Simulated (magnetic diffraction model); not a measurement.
**Which magnetic order? CeInGa2Au**

Space group I-4m2 (no. 119), a = 4.4730 Å, c = 10.8600 Å.

```csv
site,atom,x,y,z
2d,Au,1/2,0,1/4
2a,Ce,0,0,0
2c,In,0,1/2,1/4
4e,Ga,0,0,0.3904
```

This is a made-up structure (elements placed in a structure type, unrelaxed), so the numbers test the method and describe no known phase.

Only Ce is taken to order (form factors of Ce3+); orders and moment sizes are assumed, and not adapted to the symmetry. Radiation: neutrons of λ = 2.36 Å, 3° to 90°; isotropic B of 0.41 Å² (Au), 0.46 Å² (Ce), 0.52 Å² (In) and 0.54 Å² (Ga). Simulated constant-wavelength pattern: nuclear and magnetic terms add, the magnetic one as |2.695 fm × Σ f S⊥ exp(2πi Q·r) exp(−B s²)|², summed over all Q at one angle with the factor 1/(sin²θ cos θ). For a modulated order the moment at position r is S exp(−2πi k·r) + c.c., with S = m/2 for a sine wave of amplitude m and S = m(u + iv)/2 for moments turning in a plane, u and v being orthogonal unit vectors in it; the phase factor of the sum at Q = H + k is then exp(2πi H·r). Free-ion form factors, Sears's scattering lengths of 1992, no absorption; a label names one of the reflections at its angle. The strongest nuclear line in the range is 100, and lines under 0.2 are left out.

Above the ordering temperature:

```tsv
2θ (°)	index	I
25.10	(0 0 2)	4.1
33.15	(1 0 1)	31.5
43.81	(1 1 0)	10.4
49.59	(1 0 3)	42.6
51.16	(1 1 2)	100.0
51.52	(0 0 4)	0.6
63.69	(2 0 0)	90.4
69.59	(2 0 2)	2.7
69.89	(1 1 4)	67.3
73.71	(2 1 1)	16.2
74.31	(1 0 5)	54.4
81.38	(0 0 6)	7.4
84.75	(2 1 3)	38.6
86.25	(2 0 4)	1.2
```

Below it (cell unchanged):

```csv
2θ (°),I
5.26,36.0
19.75,2.5
25.10,4.1
30.52,1.0
31.47,5.6
33.15,31.5
35.60,4.0
43.81,10.4
44.16,2.8
45.26,2.2
45.76,0.4
48.48,2.1
49.59,42.6
51.16,100.0
51.52,0.6
54.24,1.4
54.33,1.6
57.43,0.3
63.69,90.4
63.96,1.2
65.21,1.0
67.39,1.1
68.53,0.8
69.59,2.7
69.89,67.3
72.26,0.9
72.77,1.9
73.71,16.2
74.31,54.4
74.94,0.7
75.15,1.7
80.41,0.6
81.38,7.4
81.54,1.4
81.90,0.7
84.75,38.6
```
(The table stops after 36 lines; 2 more lie at higher angle.)

**Question.** Find the propagation vector, then choose among these models:
A. a sine wave with moments along [010] (amplitudes given), 1.9 μB on Ce
B. moments turning in the plane of [100] and [010], 1.9 μB on Ce
C. moments turning in the plane of [010] and [001], 1.9 μB on Ce
D. moments turning in the plane of [001] and [100], 1.9 μB on Ce

The new lines index as (0 0 0.422) at 5.26°, (0 0 1.578) at 19.75°, (0 0 2.422) at 30.52° and (1 0 0.578) at 31.47°, that is as H ± k with k = (0 0 0.422). Satellites come in pairs about each point of the reciprocal lattice.

Magnetic intensity, observed (below minus above) and for each model:

| 2θ (°) | index | observed | A | B | C | D |
| --- | --- | --- | --- | --- | --- | --- |
| 5.26 | (0 0 0.422) | 36.0 | 36.0 | 72.0 | 36.0 | 36.0 |
| 19.75 | (0 0 1.578) | 2.5 | 2.5 | 5.0 | 2.5 | 2.5 |
| 31.47 | (1 0 0.578) | 5.6 | 2.0 | 4.0 | 5.6 | 5.6 |
| 35.60 | (1 0 1.422) | 4.0 | 1.9 | 3.7 | 4.0 | 4.0 |
| 44.16 | (1 1 0.422) | 2.8 | 0.9 | 1.9 | 2.8 | 2.8 |
| 45.26 | (1 0 2.578) | 2.2 | 1.4 | 2.7 | 2.2 | 2.2 |
| 48.48 | (1 1 1.578) | 2.1 | 0.9 | 1.8 | 2.1 | 2.1 |
| 72.77 | (2 1 0.578) | 1.9 | 0.6 | 1.3 | 1.9 | 1.9 |

Models C and D match alike on every line, so these data can't choose among them (such ties are often domains of one structure).

The structure used: k = (0 0 0.422), moments turning in the plane of [001] and [100], 1.9 μB on Ce.

[Logs are printed without paths, hosts, clocks, repeated set-up lines and the standing remarks that a program may print on its own settings, such as how far it seeks lower states.]
